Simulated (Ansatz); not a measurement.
# SrInSn (built on the sites of a database entry of SrAlGe): phonons and vibrational spectra, part 3 of 3

Aim: the vibrations of SrInSn (built on the sites of a database entry of SrAlGe), their spectra, and whether the structure is stable.

Ansatz 0.2.0; DFT PBE+D3(BJ), scalar-relativistic, plane waves, PAW.

So far. Step 3 (Tight relaxation): The forces vanish by symmetry and the pressure is -0.001 GPa, within the tolerances set. The cell now holds 31.28 Å³/atom. Step 4 (Zone-centre response): Before it was imposed, the acoustic sum rule was missed by 2.5e-4 eV/Å². Small misses are needed for a sound result but don't prove that mesh and cutoff are converged. The lowest optical mode is imaginary, 66.5i cm⁻¹, so the energy falls along it. The relaxed cell has a = 4.827, c = 4.650 Å (conventional setting).

The structure was built from a prototype and need not be the compound's stable phase.

**5. Phonons on a q mesh (continued)**

The phonon density of states has structure finer than the step of the table below, so its rows give means over 5 cm⁻¹, whole bins alone (the curve runs from -67 to 187 cm⁻¹). Peaks (cm⁻¹: height): -57.0: 0.0573, 49.0: 0.0911, 83.0: 0.270, 101.0: 0.118, 109.0: 0.0700, 185.0: 0.448.

Tetrahedra on a 16×16×14 mesh, mean over bins of 2 cm-1. Interpolated from a 2×2×2 q mesh. Table of phonon density of states by wavenumber; means over each step:

wavenumber (cm⁻¹), phonon density of states (1/cm⁻¹/cell) and a bar:
```
      -60      0.052 ########
      -55      0.050 #######
      -50      0.032 #####
      -45      0.015 ##
      -40      0.006 #
      -35      0.002 
      -30      0.000 
      -25      0.000 
      -20      0.000 
      -15      0.000 
      -10      0.000 
       -5      0.000 
        0      0.001 
        5      0.002 
       10      0.004 #
       15      0.011 ##
       20      0.023 ###
       25      0.044 #######
       30      0.072 ###########
       35      0.045 #######
       40      0.046 #######
       45      0.068 ##########
       50      0.076 ###########
       55      0.022 ###
       60      0.009 #
       65      0.009 #
       70      0.010 ##
       75      0.042 ######
       80      0.118 ##################
       85      0.200 ##############################
       90      0.069 ##########
       95      0.048 #######
      100      0.071 ###########
      105      0.029 ####
      110      0.054 ########
      115      0.044 #######
      120      0.048 #######
      125      0.023 ####
      130      0.009 #
      135      0.002 
      140      0.002 
      145      0.009 #
      150      0.016 ##
      155      0.030 ####
      160      0.034 #####
      165      0.027 ####
      170      0.024 ####
      175      0.023 ###
      180      0.032 #####
```

The partial phonon density of states has structure finer than the step of the table below, so its rows give means over 10 cm⁻¹, whole bins alone (the curve runs from -77.2 to 202 cm⁻¹). Peaks (cm⁻¹: height): In -57.9: 0.0399, 49.3: 0.037, 121.3: 0.0154, 184.5: 0.103; Sn -63.2: 0.0154, 28.2: 0.0411, 47.5: 0.0397, 121.3: 0.0199, 184.5: 0.0992; Sr 84.4: 0.197, 100.2: 0.0607.

Phonopy on the run's constants, 13x13x13 mesh, Gaussian sigma 2.0 cm-1. Interpolated from a 2×2×2 q mesh. Table of partial phonon density of states by wavenumber; means over each step; values in 1/cm⁻¹/cell:

```
wavenumber (cm⁻¹)       In       Sn       Sr
              -70  0.00698  0.00374   1.0e-5
              -60   0.0353   0.0140   3.1e-4
              -50   0.0238  0.00769   4.4e-4
              -40  0.00554  0.00139   7.6e-5
              -30   6.5e-4   6.9e-5   2.6e-6
              -20        0        0        0
              -10   1.4e-6   1.0e-4   7.7e-6
                0   6.8e-5   8.0e-4   1.0e-4
               10   8.0e-4  0.00367   6.9e-4
               20  0.00502   0.0163  0.00314
               30   0.0168   0.0359  0.00726
               40   0.0194   0.0250  0.00515
               50   0.0289   0.0312  0.00265
               60  0.00457  0.00552  0.00147
               70  0.00361  0.00375  0.00766
               80  0.00749  0.00775    0.110
               90  0.00991   0.0114   0.0711
              100  0.00528  0.00565   0.0438
              110  0.00628  0.00823   0.0313
              120   0.0137   0.0176   0.0101
              130  0.00404  0.00562   6.1e-4
              140  0.00219  0.00167   1.3e-4
              150  0.00917  0.00758   6.3e-4
              160   0.0154   0.0135  0.00117
              170   0.0126   0.0117   4.4e-4
              180   0.0376   0.0361   7.6e-4
              190   0.0247   0.0238   6.2e-4
```

Symmetry leaves 4 wavevectors to solve. The lowest mode among them, the acoustic zeros apart, lies at q = (0, 0, -0.5) and is imaginary, 67.3i cm⁻¹, so the energy falls along it.

**6. Another isotope, element In, natural mass 114.818 amu**

An isotope changes the mass and not the force constants, so no new electronic calculation is needed; the shifts show which modes move this element.

The same force constants with the mass of In changed from 114.818 to 112.904 u (phonopy, no LO-TO term). Both lists are sorted by frequency; levels can cross, so a row need not hold one and the same mode. Modes under 3 cm⁻¹ are left out. Isotope shifts, by row:

```
          q  rank  natural mass (cm⁻¹)  changed mass (cm⁻¹)
      0 0 0     1               -66.53               -66.83
      0 0 0     5                97.28                97.39
      0 0 0     6                97.28                97.39
      0 0 0     7                108.7                108.8
      0 0 0     8                185.5                186.3
      0 0 0     9                185.5                186.3
   0 0 -0.5     1               -67.26               -67.64
   0 0 -0.5     2                 52.2                52.41
   0 0 -0.5     3                 52.2                52.41
   0 0 -0.5     4                61.99                62.17
   0 0 -0.5     5                84.35                84.35
   0 0 -0.5     6                84.35                84.35
   0 0 -0.5     7                  108                  108
   0 0 -0.5     8                185.9                186.7
   0 0 -0.5     9                185.9                186.7
   0 -0.5 0     1               -48.28               -48.54
   0 -0.5 0     2                35.38                35.48
   0 -0.5 0     3                40.38                40.55
   0 -0.5 0     4                74.22                74.25
   0 -0.5 0     5                83.15                83.15
   0 -0.5 0     6                  102                  102
   0 -0.5 0     7                123.4                123.9
   0 -0.5 0     8                154.5                155.2
   0 -0.5 0     9                185.1                185.8
0 -0.5 -0.5     1               -58.56               -58.97
0 -0.5 -0.5     2                22.56                22.58
0 -0.5 -0.5     3                46.94                47.14
0 -0.5 -0.5     4                83.66                83.66
0 -0.5 -0.5     5                85.86                 85.9
0 -0.5 -0.5     6                98.01                98.11
0 -0.5 -0.5     7                119.1                119.5
0 -0.5 -0.5     8                160.3                160.9
0 -0.5 -0.5     9                182.3                183.1
```

A mode of this element alone would shift by +0.84 %. The highest zone-centre frequency without the field goes from 185.5 to 186.3 cm⁻¹ (+0.4 %).

**7. Isotope substitution, element Sn, natural mass 118.71 amu**

The same for Sn, from 118.71 to 123.91 u.

A mode of this element alone would shift by -2.12 %. The highest zone-centre frequency without the field goes from 185.5 to 183.6 cm⁻¹ (-1.0 %).

**8. Isotope substitution, element Sr, natural mass 87.62 amu**

The same for Sr, from 87.62 to 85.91 u.

A mode of this element alone would shift by +0.99 %. The highest zone-centre frequency without the field goes from 185.5 to 185.5 cm⁻¹ (+0.0 %).

**9. Results**

```json
{
 "space group after relaxation (within 0.01 Å)": "P-6m2",
 "volume per atom": "31.3 Å³",
 "electronic character": "no gap on this mesh",
 "highest optical mode at the zone centre (no LO-TO term)": "185 cm⁻¹",
 "lowest optical zone-centre mode": "-66.5 cm⁻¹",
 "lowest mode on the q mesh (acoustic modes at Γ apart)": "-67.3 cm⁻¹",
 "highest frequency on the path or at a solved wavevector": "187 cm⁻¹",
 "imaginary modes on the 2×2×2 q mesh": "yes"
}
```

In words: Modes are clearly imaginary (beyond 10i cm⁻¹) at 4 of the 4 irreducible wavevectors, most at q = (0, 0, -0.5) (67.3i cm⁻¹), so this structure is not a minimum of the energy. The optical modes at Γ span -67 to 185 cm⁻¹ (negative means imaginary). With no gap, or one that is small against the smearing, the frequencies hang on the k mesh and the smearing, most of all near Kohn anomalies. The phonon runs are without spin polarisation, although the cell has an odd electron count. Spin-orbit coupling is left out, which can matter for the heavy elements here. A phonon run warned that its eigensolver left some bands unconverged in a pass. In the phonons the program treats the change of the C6 weights of the dispersion term with coordination only in part. The starting cell was built on a prototype and not taken from a measurement, so the phase need not exist. These are harmonic frequencies at zero temperature: anharmonic shifts, linewidths and thermal expansion are left out.

[Logs are printed without paths, hosts, clocks, repeated set-up lines and the standing remarks that a program may print on its own settings, such as how far it seeks lower states.]

[Hosts, paths, dates, database ids (printed as entryN), source tags and the programs' standing remarks are cut or masked in the printed files.]
